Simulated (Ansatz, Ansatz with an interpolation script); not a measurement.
An input for Ansatz 0.2.0 (Na2MoO4 (Fd-3m)):

```yaml
crystal:
  lattice:
    - [0.0, 4.5544396667, 4.5544396667]
    - [4.5544396667, 0.0, 4.5544396667]
    - [4.5544396667, 4.5544396667, 0.0]
  atoms:
    - { symbol: Na, position: [0.625, 0.625, 0.625] }
    - { symbol: Na, position: [0.125, 0.625, 0.625] }
    - { symbol: Na, position: [0.625, 0.625, 0.125] }
    - { symbol: Na, position: [0.625, 0.125, 0.625] }
    - { symbol: Mo, position: [0.0, 0.0, 0.0] }
    - { symbol: Mo, position: [0.25, 0.25, 0.25] }
    - { symbol: O, position: [0.88771, 0.88771, 0.88771] }
    - { symbol: O, position: [0.91313, 0.36229, 0.36229] }
    - { symbol: O, position: [0.88771, 0.88771, 0.33687] }
    - { symbol: O, position: [0.36229, 0.91313, 0.36229] }
    - { symbol: O, position: [0.33687, 0.88771, 0.88771] }
    - { symbol: O, position: [0.36229, 0.36229, 0.36229] }
    - { symbol: O, position: [0.88771, 0.33687, 0.88771] }
    - { symbol: O, position: [0.36229, 0.36229, 0.91313] }
kpoints:
  mp_grid: { grid: [2, 2, 2] }
hamiltonian:
  xc: lda
  pseudopotentials: { kind: paw, azcp: { folder: soft_1 }, xc_functional: pbe }
scf:
  occupations: { method: fixed }
gw:
  n_empty_bands: 788
  ecut_chi: 150.0
  qp_bands: [v24, c4]
  screening: { model: contour_deformation }
```

```sh
ansatz run input.yaml --threads 2 --pin off --max-ram 92160MiB --backend cuda --events-out ev --progress --plain --runs-dir out --devices 1 --max-vram 13GiB
```

Estimate wall time and host memory on 1 × NVIDIA H100 80GB HBM3 (shared by 6 runs) with 2 threads of AMD EPYC 7R13 (Zen 3), shared host.

It took 21 s; on shared hardware allow 10 s to 41 s. Peak host memory was 1.6 GiB. The sizes that set the cost: 3695 plane waves a state, 3 irreducible k points, 844 bands summed, 749 plane waves in the screening and 10 SCF cycles.

The screening grows as filled bands × empty bands × pairs of k points, times the square of the screening basis for the matrix.

[Paths, hosts, dates, memory and timing lines, banners, echoed tables and standing remarks are left out of the program output.]

[Logs are printed without paths, hosts, clocks, repeated set-up lines and the standing remarks that a program may print on its own settings, such as how far it seeks lower states.]

[Runs of the session that timed out or met a known fault of the program may be left out.]

[Hosts, paths, dates, database ids (printed as entryN), source tags and the programs' standing remarks are cut or masked in the printed files.]
